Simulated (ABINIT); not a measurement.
Records of electronic-structure calculations.

```json
{"subject": "SrAlGeH (P3m1): G0W0 with ABINIT, start to end", "lattice_ang": [[4.2658, 0.0, 0.0], [-2.1329, 3.6943, 0.0], [0.0, 0.0, 4.9673]], "atoms": [["Sr", 0.3333, 0.6667, 0.0046], ["Al", 0.0, 0.0, 0.458], ["Ge", 0.6667, 0.3333, 0.5613], ["H", 0.0, 0.0, 0.1053]], "method": "RPA screening on LDA, plane waves, norm-conserving pseudopotentials (and 2 further levels or steps)", "program": "ABINIT 10.8.3", "settings": "cutoff 56 Ha, PseudoDojo scalar-relativistic 0.4.1 stringent, norm-conserving, ngkpt (3, 3, 2), nband 69, ecuteps 3.9 Ha, inclvkb 2, shiftk (0, 0, 0), symchi 1, awtr 1, frequency ppm, 3×3×2 k-mesh", "notes": "The program’s warnings: nproc spkpt=  >= nkpt= * nsppol=. The cell and positions are those that the Materials Project relaxed with its own functionals (PBE, PBE+U or r2SCAN), kept fixed. Limits: mesh may overstate the screening; no spin-orbit coupling. Local fields lower the RPA ε∞ on this mesh from 29.33 to 26.00; a Γ-centred mesh this coarse tends to raise both, most where the direct gap is narrow, while a short band sum lowers them. The 3×3×2 mesh is coarse for this cell, which bears on the long-range parts of exchange and screening. The RPA ε∞ on this mesh reaches over 25; with a narrow direct gap a coarse mesh can overstate it, and the correction is then too small.", "results": {"lda_gap": "0.66 eV, indirect", "g0w0_gap_on_the_mesh": "1.36 eV", "g0w0_gap_over_the_zone_rigid_shift": "1.01 eV", "gw_settings": "3×3×2 mesh, 69 bands, screening to 106.1 eV, Godby-Needs plasmon pole", "known_limits": "short of the basis limit; mesh may overstate the screening; no spin-orbit coupling; coarse k mesh"}}
```

[Long decimals in the printed logs are rounded to 6 places.]

[Logs are printed without paths, hosts, clocks, repeated set-up lines and the standing remarks that a program may print on its own settings, such as how far it seeks lower states.]

[Paths, hosts, dates, memory and timing lines, banners, echoed tables and standing remarks are left out of the program output; an Ansatz launch command may be rebuilt from the run's recorded settings. Measured values are a selection of at most five: reports struck by readers or far from the other reports are left out. None is set beside runs whose start may be inverted or whose files or cutoffs have a known fault.]

[Runs of the session that timed out or met a known fault of the program may be left out.]

[Hosts, paths, dates, database ids (printed as entryN), source tags and the programs' standing remarks are cut or masked in the printed files.]

[G0W0 gaps are taken among the corrected bands and points alone; a level outside them can change the order at an edge.]

[Where Ansatz stands beside ABINIT at settings called matched, ABINIT's density can come from a denser mesh and the files from another edition; pairs whose starting gaps differed by over 0.03 eV were left out, so agreement reads better than it is.]
